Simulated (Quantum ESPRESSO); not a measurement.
## LaCrAsO: orders under biaxial strain

Wanted: the trend of the moments of LaCrAsO with biaxial strain.

Calculated with Quantum ESPRESSO 7.5; PBEsol; plane waves with GBRV 1.5 PBEsol potentials, no spin-orbit coupling.

## 1. Starting point

Symmetry: P4/nmm, No. 129, tetragonal system. The conventional cell has a = 4.041 Å, b = 4.041 Å, c = 8.986 Å, α = 90.00°, β = 90.00°, γ = 90.00°. La has 4 O at 2.36 Å nearest. Cr has 4 As at 2.49 Å nearest. As has 4 Cr at 2.49 Å nearest. Nearest to O lie 4 La at 2.36 Å. Farther neighbours and most contacts between anions are not listed.

The cell comes from the Crystallography Open Database.

## 2. Biaxial 0.94, ferro ++

Lengths in the Cartesian xy plane scale by the factor; z is kept. Atoms keep their fractional places. Seeded atoms are those given a starting moment.

pw.in

```
&CONTROL
  calculation = 'scf'
  prefix = 'pwscf'
  outdir = './tmp'
  pseudo_dir = './pseudo'
  disk_io = 'nowf'
  tprnfor = .true.
  tstress = .true.
/
&SYSTEM
  ibrav = 0
  nat = 8
  ntyp = 4
  ecutwfc = 40
  ecutrho = 280
  nbnd = 51
  occupations = 'smearing'
  smearing = 'fd'
  degauss = 0.00367493
  nspin = 2
  starting_magnetization(1) = 0
  starting_magnetization(2) = 0.1786
  starting_magnetization(3) = 0
  starting_magnetization(4) = 0
/
&ELECTRONS
  conv_thr = 1.6d-08
  electron_maxstep = 150
  mixing_beta = 0.3
/
ATOMIC_SPECIES
La    138.9055 la_pbesol_v1.uspp.F.UPF
Cr     51.9961 cr_pbesol_v1.5.uspp.F.UPF
As     74.9216 as_pbesol_v1.uspp.F.UPF
O      15.9990 o_pbesol_v1.2.uspp.F.UPF
CELL_PARAMETERS bohr
   7.1785555419    0.0000000000    0.0000000000
   0.0000000000    7.1785555419    0.0000000000
   0.0000000000    0.0000000000   16.9816458737
ATOMIC_POSITIONS crystal
La      0.5000000000    0.0000000000    0.1365000000
La      0.0000000000    0.5000000000    0.8635000000
Cr      0.0000000000    0.0000000000    0.5000000000
Cr      0.5000000000    0.5000000000    0.5000000000
As      0.5000000000    0.0000000000    0.6625000000
As      0.0000000000    0.5000000000    0.3375000000
O       0.0000000000    0.0000000000    0.0000000000
O       0.5000000000    0.5000000000    0.0000000000
K_POINTS automatic
8 8 4 0 0 0
```

Launch:

```sh
$ OMP_NUM_THREADS=1 mpirun -n 4 pw.x -nk 4 -in pw.in > pw.out
```

Output:

```text
Program PWSCF v.7.5 starts

     Message from routine setup:
     using ibrav=0 with symmetry is DISCOURAGED, use correct ibrav instead

     K-points division:     npool     =       4
     Subspace diagonalization in iterative solution of the eigenvalue problem:

     bravais-lattice index     =            0
     lattice parameter (alat)  =       7.1786  a.u.
     unit-cell volume          =     875.0924 (a.u.)^3
     number of atoms/cell      =            8
     number of atomic types    =            4
     number of electrons       =        72.00
     number of Kohn-Sham states=           51
     kinetic-energy cutoff     =      40.0000  Ry
     charge density cutoff     =     280.0000  Ry
     scf convergence threshold =      1.6E-08
     mixing beta               =       0.3000
     number of iterations used =            8  plain     mixing
     Exchange-correlation= SLA  PW   PSX  PSC
                           (   1   4  10   8   0   0   0)

     celldm(1)=   7.178556  celldm(2)=   0.000000  celldm(3)=   0.000000
     celldm(4)=   0.000000  celldm(5)=   0.000000  celldm(6)=   0.000000

     crystal axes: (cart. coord. in units of alat)
               a(1) = (   1.000000   0.000000   0.000000 )
               a(2) = (   0.000000   1.000000   0.000000 )
               a(3) = (   0.000000   0.000000   2.365608 )

     reciprocal axes: (cart. coord. in units 2 pi/alat)
               b(1) = (  1.000000  0.000000  0.000000 )
               b(2) = (  0.000000  1.000000  0.000000 )
               b(3) = (  0.000000  0.000000  0.422724 )

     PseudoPot. # 1 for La read from file:
     la_pbesol_v1.uspp.F.UPF
     Pseudo is Ultrasoft + core correction, Zval = 11.0

     PseudoPot. # 2 for Cr read from file:
     cr_pbesol_v1.5.uspp.F.UPF
     Pseudo is Ultrasoft + core correction, Zval = 14.0

     PseudoPot. # 3 for As read from file:
     as_pbesol_v1.uspp.F.UPF
     Pseudo is Ultrasoft + core correction, Zval =  5.0

     PseudoPot. # 4 for O  read from file:
     o_pbesol_v1.2.uspp.F.UPF
     Pseudo is Ultrasoft + core correction, Zval =  6.0

     atomic species   valence    mass     pseudopotential
     La               11.00   138.90550     La( 1.00)
     Cr               14.00    51.99610     Cr( 1.00)
     As                5.00    74.92160     As( 1.00)
     O                 6.00    15.99900     O ( 1.00)

     Starting magnetic structure
     atomic species   magnetization
     La              0.000
     Cr              0.179
     As              0.000
     O               0.000

     16 Sym. Ops., with inversion, found ( 8 have fractional translation)

   Cartesian axes

     site n.     atom                  positions (alat units)
         1        La     tau(   1) = (   0.5000000   0.0000000   0.3229054  )
         2        La     tau(   2) = (   0.0000000   0.5000000   2.0427022  )
         3        Cr     tau(   3) = (   0.0000000   0.0000000   1.1828038  )
         4        Cr     tau(   4) = (   0.5000000   0.5000000   1.1828038  )
         5        As     tau(   5) = (   0.5000000   0.0000000   1.5672151  )
         6        As     tau(   6) = (   0.0000000   0.5000000   0.7983926  )
         7        O      tau(   7) = (   0.0000000   0.0000000   0.0000000  )
         8        O      tau(   8) = (   0.5000000   0.5000000   0.0000000  )

     number of k points=    45  Fermi-Dirac smearing, width (Ry)=  0.0037
                       cart. coord. in units 2pi/alat
        k(    1) = (   0.0000000   0.0000000   0.0000000), wk =   0.0039062
        k(    2) = (   0.0000000   0.0000000   0.1056811), wk =   0.0078125
        k(    3) = (   0.0000000   0.0000000  -0.2113622), wk =   0.0039062
        k(    4) = (   0.0000000   0.1250000   0.0000000), wk =   0.0156250
        k(    5) = (   0.0000000   0.1250000   0.1056811), wk =   0.0312500
        [... 40 further k-points ...]

     Dense  grid:    69203 G-vectors     FFT dimensions: (  40,  40,  96)

     Smooth grid:    30005 G-vectors     FFT dimensions: (  30,  30,  72)

     Check: negative core charge=   -0.000002
     Generating pointlists ...
     new r_m :   0.2455 (alat units)  1.7625 (a.u.) for type    1
     new r_m :   0.2602 (alat units)  1.8676 (a.u.) for type    2
     new r_m :   0.2602 (alat units)  1.8676 (a.u.) for type    3
     new r_m :   0.2455 (alat units)  1.7625 (a.u.) for type    4

     Initial potential from superposition of free atoms

     starting charge      69.9407, renormalised to      72.0000

     negative rho (up, down):  7.891E-02 7.831E-02
     Starting wfcs are   76 randomized atomic wfcs

     Self-consistent Calculation

     iteration #  1     ecut=    40.00 Ry     beta= 0.30
     Davidson diagonalization with overlap
     ethr =  1.00E-02,  avg # of iterations =  5.5

     negative rho (up, down):  7.509E-02 7.503E-02

     total energy              =    -657.25561112 Ry
     estimated scf accuracy    <      92.49566719 Ry

     total magnetization       =     1.46 Bohr mag/cell
     absolute magnetization    =     1.90 Bohr mag/cell

     iteration #  2     ecut=    40.00 Ry     beta= 0.30
     Davidson diagonalization with overlap
     ethr =  1.00E-02,  avg # of iterations =  7.9

     negative rho (up, down):  7.120E-04 7.756E-04

     total energy              =    -646.80782683 Ry
     estimated scf accuracy    <     923.69630378 Ry

     total magnetization       =    -0.00 Bohr mag/cell
     absolute magnetization    =     0.05 Bohr mag/cell

     [... further iterations left out ...]

     iteration # 22     ecut=    40.00 Ry     beta= 0.30
     Davidson diagonalization with overlap
     ethr =  4.16E-11,  avg # of iterations =  5.4

     negative rho (up, down):  5.074E-02 5.190E-02

     total energy              =    -700.28245727 Ry
     estimated scf accuracy    <       0.00000017 Ry

     total magnetization       =     1.93 Bohr mag/cell
     absolute magnetization    =     2.26 Bohr mag/cell

     iteration # 23     ecut=    40.00 Ry     beta= 0.30
     Davidson diagonalization with overlap
     ethr =  4.16E-11,  avg # of iterations =  4.7

     negative rho (up, down):  5.074E-02 5.191E-02

     Magnetic moment per site  (integrated on atomic sphere of radius R)
     atom   1 (R=0.246)  charge=  5.7844  magn= -0.0058
     atom   2 (R=0.246)  charge=  5.7844  magn= -0.0058
     atom   3 (R=0.260)  charge= 12.0084  magn=  0.9212
     atom   4 (R=0.260)  charge= 12.0084  magn=  0.9212
     atom   5 (R=0.260)  charge=  2.6914  magn= -0.0285
     atom   6 (R=0.260)  charge=  2.6914  magn= -0.0285
     atom   7 (R=0.246)  charge=  6.1779  magn=  0.0001
     atom   8 (R=0.246)  charge=  6.1779  magn=  0.0001

     End of self-consistent calculation

     [... lines left out ...]
     the Fermi energy is    13.1811 ev

!    total energy              =    -700.28245731 Ry
     estimated scf accuracy    <       0.00000001 Ry
     smearing contrib. (-TS)   =      -0.00220940 Ry
     internal energy E=F+TS    =    -700.28024791 Ry

     The total energy is F=E-TS. E is the sum of the following terms:
     one-electron contribution =    -253.45625055 Ry
     hartree contribution      =     166.81222211 Ry
     xc contribution           =    -220.28584943 Ry
     ewald contribution        =    -393.35037004 Ry

     total magnetization       =     1.93 Bohr mag/cell
     absolute magnetization    =     2.26 Bohr mag/cell

     convergence has been achieved in  23 iterations

     negative rho (up, down):  5.074E-02 5.191E-02

     Forces acting on atoms (cartesian axes, Ry/au):

     atom    1 type  1   force =     0.00000000    0.00000000    0.07243295
     atom    2 type  1   force =     0.00000000    0.00000000   -0.07243295
     atom    3 type  2   force =     0.00000000    0.00000000    0.00000000
     atom    4 type  2   force =     0.00000000    0.00000000    0.00000000
     atom    5 type  3   force =     0.00000000    0.00000000    0.01301386
     atom    6 type  3   force =     0.00000000    0.00000000   -0.01301386
     atom    7 type  4   force =     0.00000000    0.00000000    0.00000000
     atom    8 type  4   force =     0.00000000    0.00000000    0.00000000

     Total force =     0.104076     Total SCF correction =     0.000288

     Computing stress (Cartesian axis) and pressure

     negative rho (up, down):  5.074E-02 5.191E-02
          total   stress  (Ry/bohr**3)                   (kbar)     P=      115.97
   0.00084103   0.00000000   0.00000000          123.72        0.00        0.00
   0.00000000   0.00084103   0.00000000            0.00      123.72        0.00
   0.00000000   0.00000000   0.00068296            0.00        0.00      100.47

=------------------------------------------------------------------------------=
   JOB DONE.
=------------------------------------------------------------------------------=
```

Elapsed: 4.7 min, on 4 MPI ranks of Arm Neoverse V1, shared host; peak memory 1.4 GiB; 19 min of CPU time.

Spin moment in the atom's sphere by atom:

```csv
atom,spin moment in the atom's sphere (μB)
La1,-0.006
La2,-0.006
Cr3,0.921
Cr4,0.921
As5,-0.029
As6,-0.029
O7,0.000
O8,0.000
```

This step gave:

```
smearing term TS       : 0.03006 eV
pressure               : 11.60 GPa
magnetization          : 1.935 μB
absolute magnetization : 2.255 μB
final state            : ferromagnetic
```

## 3. Biaxial 0.94, antiferro +-

pw.in: that of step 2 with these lines changed.

```diff
@@ -12,6 +12,6 @@
   nat = 8
-  ntyp = 4
+  ntyp = 5
   ecutwfc = 40
   ecutrho = 280
-  nbnd = 51
+  nbnd = 48
   occupations = 'smearing'
@@ -22,4 +22,5 @@
   starting_magnetization(2) = 0.1786
-  starting_magnetization(3) = 0
+  starting_magnetization(3) = -0.1786
   starting_magnetization(4) = 0
+  starting_magnetization(5) = 0
 /
@@ -32,3 +33,4 @@
 La    138.9055 la_pbesol_v1.uspp.F.UPF
-Cr     51.9961 cr_pbesol_v1.5.uspp.F.UPF
+Cr1    51.9961 cr_pbesol_v1.5.uspp.F.UPF
+Cr2    51.9961 cr_pbesol_v1.5.uspp.F.UPF
 As     74.9216 as_pbesol_v1.uspp.F.UPF
@@ -42,4 +44,4 @@
 La      0.0000000000    0.5000000000    0.8635000000
-Cr      0.0000000000    0.0000000000    0.5000000000
-Cr      0.5000000000    0.5000000000    0.5000000000
+Cr1     0.0000000000    0.0000000000    0.5000000000
+Cr2     0.5000000000    0.5000000000    0.5000000000
 As      0.5000000000    0.0000000000    0.6625000000
```

Output:

```text
     [... lines left out ...]
Program PWSCF v.7.5 starts
     [... lines left out ...]
     number of atoms/cell      =            8
     [... lines left out ...]
     number of electrons       =        72.00
     number of Kohn-Sham states=           48
     kinetic-energy cutoff     =      40.0000  Ry
     charge density cutoff     =     280.0000  Ry
     scf convergence threshold =      1.6E-08
     [... lines left out ...]
      8 Sym. Ops. (no inversion) found
     [... lines left out ...]
     number of k points=    45  Fermi-Dirac smearing, width (Ry)=  0.0037
     [... lines left out ...]
     iteration # 24     ecut=    40.00 Ry     beta= 0.30
     [... lines left out ...]
     Magnetic moment per site  (integrated on atomic sphere of radius R)
     atom   1 (R=0.246)  charge=  5.7845  magn= -0.0000
     atom   2 (R=0.246)  charge=  5.7845  magn= -0.0000
     atom   3 (R=0.260)  charge= 12.0116  magn=  1.7499
     atom   4 (R=0.260)  charge= 12.0116  magn= -1.7495
     atom   5 (R=0.260)  charge=  2.6987  magn= -0.0000
     atom   6 (R=0.260)  charge=  2.6987  magn= -0.0000
     atom   7 (R=0.246)  charge=  6.1780  magn= -0.0080
     atom   8 (R=0.246)  charge=  6.1780  magn=  0.0080
     [... lines left out ...]
     the Fermi energy is    13.1613 ev
!    total energy              =    -700.29916210 Ry
     estimated scf accuracy    <          6.5E-09 Ry
     smearing contrib. (-TS)   =      -0.00183529 Ry
     [... lines left out ...]
     total magnetization       =     0.00 Bohr mag/cell
     absolute magnetization    =     4.25 Bohr mag/cell
     convergence has been achieved in  24 iterations
     [... lines left out ...]
     Total force =     0.111143     Total SCF correction =     0.000149
     [... lines left out ...]
          total   stress  (Ry/bohr**3)                   (kbar)     P=      134.98
     [... lines left out ...]
```

It took 4.7 min on 4 MPI ranks; peak memory 1.4 GiB.

Spin moment in the atom's sphere by atom:

```csv
atom,spin moment in the atom's sphere (μB)
La1,0.00
La2,0.00
Cr3,1.75
Cr4,-1.75
As5,0.00
As6,0.00
O7,-0.01
O8,0.01
```

This step gave:

* smearing term TS: 0.02497 eV
* pressure: 13.50 GPa
* magnetization: 0 μB
* absolute magnetization: 4.255 μB
* final state: antiferromagnetic

## 4. Biaxial 0.94, no spin polarisation

pw.in: that of step 3 with these lines changed.

```diff
@@ -12,3 +12,3 @@
   nat = 8
-  ntyp = 5
+  ntyp = 4
   ecutwfc = 40
@@ -19,8 +19,2 @@
   degauss = 0.00367493
-  nspin = 2
-  starting_magnetization(1) = 0
-  starting_magnetization(2) = 0.1786
-  starting_magnetization(3) = -0.1786
-  starting_magnetization(4) = 0
-  starting_magnetization(5) = 0
 /
@@ -33,4 +27,3 @@
 La    138.9055 la_pbesol_v1.uspp.F.UPF
-Cr1    51.9961 cr_pbesol_v1.5.uspp.F.UPF
-Cr2    51.9961 cr_pbesol_v1.5.uspp.F.UPF
+Cr     51.9961 cr_pbesol_v1.5.uspp.F.UPF
 As     74.9216 as_pbesol_v1.uspp.F.UPF
@@ -44,4 +37,4 @@
 La      0.0000000000    0.5000000000    0.8635000000
-Cr1     0.0000000000    0.0000000000    0.5000000000
-Cr2     0.5000000000    0.5000000000    0.5000000000
+Cr      0.0000000000    0.0000000000    0.5000000000
+Cr      0.5000000000    0.5000000000    0.5000000000
 As      0.5000000000    0.0000000000    0.6625000000
```

Output:

```text
     [... lines left out ...]
Program PWSCF v.7.5 starts
     [... lines left out ...]
     number of atoms/cell      =            8
     [... lines left out ...]
     number of electrons       =        72.00
     number of Kohn-Sham states=           48
     kinetic-energy cutoff     =      40.0000  Ry
     charge density cutoff     =     280.0000  Ry
     scf convergence threshold =      1.6E-08
     [... lines left out ...]
     16 Sym. Ops., with inversion, found ( 8 have fractional translation)
     [... lines left out ...]
     number of k points=    45  Fermi-Dirac smearing, width (Ry)=  0.0037
     [... lines left out ...]
     iteration # 25     ecut=    40.00 Ry     beta= 0.30
     [... lines left out ...]
     the Fermi energy is    13.1476 ev
!    total energy              =    -700.27754245 Ry
     estimated scf accuracy    <          2.2E-09 Ry
     smearing contrib. (-TS)   =      -0.00369791 Ry
     [... lines left out ...]
     convergence has been achieved in  25 iterations
     [... lines left out ...]
     Total force =     0.111067     Total SCF correction =     0.000080
     [... lines left out ...]
          total   stress  (Ry/bohr**3)                   (kbar)     P=      106.92
     [... lines left out ...]
```

Run time: 2.6 min. Hardware: 4 MPI ranks; peak memory 1.2 GiB.

Read from the output:

```yaml
smearing_term_ts: 0.05031 eV
pressure: 10.69 GPa
final_state: non-magnetic (no spin polarisation)
```

## 5. Biaxial 1.04, no spin polarisation

pw.in: that of step 4 with these lines changed.

```diff
@@ -31,4 +31,4 @@
 CELL_PARAMETERS bohr
-   7.1785555419    0.0000000000    0.0000000000
-   0.0000000000    7.1785555419    0.0000000000
+   7.9422316634    0.0000000000    0.0000000000
+   0.0000000000    7.9422316634    0.0000000000
    0.0000000000    0.0000000000   16.9816458737
```

Output:

```text
     [... lines left out ...]
Program PWSCF v.7.5 starts
     [... lines left out ...]
     number of atoms/cell      =            8
     [... lines left out ...]
     number of electrons       =        72.00
     number of Kohn-Sham states=           48
     kinetic-energy cutoff     =      40.0000  Ry
     charge density cutoff     =     280.0000  Ry
     scf convergence threshold =      1.6E-08
     [... lines left out ...]
     16 Sym. Ops., with inversion, found ( 8 have fractional translation)
     [... lines left out ...]
     number of k points=    45  Fermi-Dirac smearing, width (Ry)=  0.0037
     [... lines left out ...]
     iteration # 10     ecut=    40.00 Ry     beta= 0.30
     [... lines left out ...]
[key lines of the parts left out:]
total energy              =    -700.55409839 Ry
```

It took 64 s on 4 MPI ranks; peak memory 0.91 GiB.

Residual by cycle:

cycle, log10 residual and a bar from the least value:
```
        1        3.0 ####################
        2        3.8 ##############################
        3        2.9 ##################
        4        2.4 ###########
        5        2.4 ###########
        6        2.4 ############
        7        2.2 #########
        8        1.5 
        9        1.5
```

The run was cut off at its time limit.

After 9 cycles the residual stands at 33.

## 6. All points

The runs not shown differ from these in the moved quantity alone.

States, by row:

```csv
biaxial,ferro ++,antiferro +-,no spin polarisation
0.94,ferromagnetic,antiferromagnetic,non-magnetic
0.96,ferromagnetic,antiferromagnetic,non-magnetic
0.98,ferromagnetic,antiferromagnetic,non-magnetic
1,ferromagnetic,antiferromagnetic,-
1.02,-,-,-
1.04,-,-,-
1.06,-,-,-
```

Largest site moment against biaxial:

```csv
biaxial (factor),ferro ++ (μB),antiferro +- (μB)
0.9400,0.921,1.75
0.9600,1.42,2.00
0.9800,1.90,2.23
1.0000,2.20,2.43
1.0200,-,-
1.0400,-,-
1.0600,-,-
```

Table of energy less that of the parallel start by biaxial; values in meV a seeded atom:

```csv
biaxial (factor),antiferro +-,no spin polarisation
0.9400,-114,33.4
0.9600,-144,79.1
0.9800,-141,168
1.0000,-128,-
1.0200,-,-
1.0400,-,-
1.0600,-,-
```

The energy over the lowest by biaxial; values in meV an atom:

```csv
biaxial (factor),ferro ++,antiferro +-,no spin polarisation
0.9400,95.3,66.8,104
0.9600,55.8,19.9,75.6
0.9800,35.1,0,77.1
1.0000,35.3,3.44,-
1.0200,-,-,-
1.0400,-,-,-
1.0600,-,-,-
```

## 7. Results

- moment, parallel start: 0.921 to 2.20 μB
- states met from these starts: antiferromagnetic and ferromagnetic

The moment of the parallel start goes from 0.921 μB at 0.94 to 2.20 μB at 1. The net moment of the cell goes from 1.94 to 4.73 μB. The radius of the spheres follows the nearest distance, so part of the change of the site moments is the spheres'. The largest moment of the start antiferro +- lies between 1.75 and 2.43 μB. Dashes mark runs that did not finish or were not started for lack of time. The start antiferro +- lies under the parallel one at every finished point, by 114 to 144 meV a seeded atom. No Hubbard term acts here. In such compounds local and semilocal functionals without one often delocalise the d electrons, and can shrink or lose moments and miss the size, sign and order of the couplings. The smearing term is large for its width, so states at the Fermi level are partly filled: at this level the cell is a metal or has a gap of a few widths at most.

[Logs and program files are shortened in this print: banners, set-up blocks, solver, clock and traceback lines can be left out without a mark of their own.]

[Logs are printed without paths, hosts, clocks, repeated set-up lines and the standing remarks that a program may print on its own settings, such as how far it seeks lower states.]

[Hosts, paths, dates, database ids (printed as entryN), source tags and the programs' standing remarks are cut or masked in the printed files.]

[Where a cell is said to come from a database of computed structures, the database is the Materials Project.]
